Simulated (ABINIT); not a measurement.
Planning a run of ABINIT 10.8.3 on SrTiO3 (Tausonite). The input:

```
acell 3*1.0 Angstrom
rprim 
  3.905280000000 0.000000000000 0.000000000000
  0.000000000000 3.905280000000 0.000000000000
  0.000000000000 0.000000000000 3.905280000000
ntypat 3
znucl 38 22 8
natom 5
typat 1 2 3 3 3
xred 
  0.500000000000 0.500000000000 0.500000000000
  0.000000000000 0.000000000000 0.000000000000
  0.500000000000 0.000000000000 0.000000000000
  0.000000000000 0.500000000000 0.000000000000
  0.000000000000 0.000000000000 0.500000000000
pp_dirpath "pseudos"
pseudos "Sr.upf, Ti.upf, O.upf"
ecut 38
ngkpt 4 4 4
nshiftk 1
shiftk 0 0 0
kptopt 1
chksymbreak 0
irdden 1
istwfk *1
nband 205
prtvol 0
optdriver 6
gwr_task "HDIAGO"
paral_kgb 0
occopt 1
indata_prefix "in"
outdata_prefix "out"
tmpdata_prefix "tmp"
```

```sh
OMP_NUM_THREADS=1 mpirun -n 8 abinit run.abi > log
```

Question: How long will it take on 8 MPI ranks of Arm Neoverse V2, shared host, and how much memory?

It took 1.8 min; on shared hardware allow 53 s to 3.5 min. Peak host memory was 9.2 GiB.

[Paths, hosts, dates, memory and timing lines, banners, echoed tables and standing remarks are left out of the program output.]

[Logs are printed without paths, hosts, clocks, repeated set-up lines and the standing remarks that a program may print on its own settings, such as how far it seeks lower states.]

[Runs of the session that timed out or met a known fault of the program may be left out.]

[No measured gap is set beside runs whose start may be inverted or whose files or cutoffs have a known fault.]

[Hosts, paths, dates, database ids (printed as entryN), source tags and the programs' standing remarks are cut or masked in the printed files.]

[G0W0 gaps are taken among the corrected bands and points alone; a level outside them can change the order at an edge.]

[Where Ansatz stands beside ABINIT at settings called matched, ABINIT's density can come from a denser mesh and the files from another edition; pairs whose starting gaps differed by over 0.03 eV were left out, so agreement reads better than it is.]
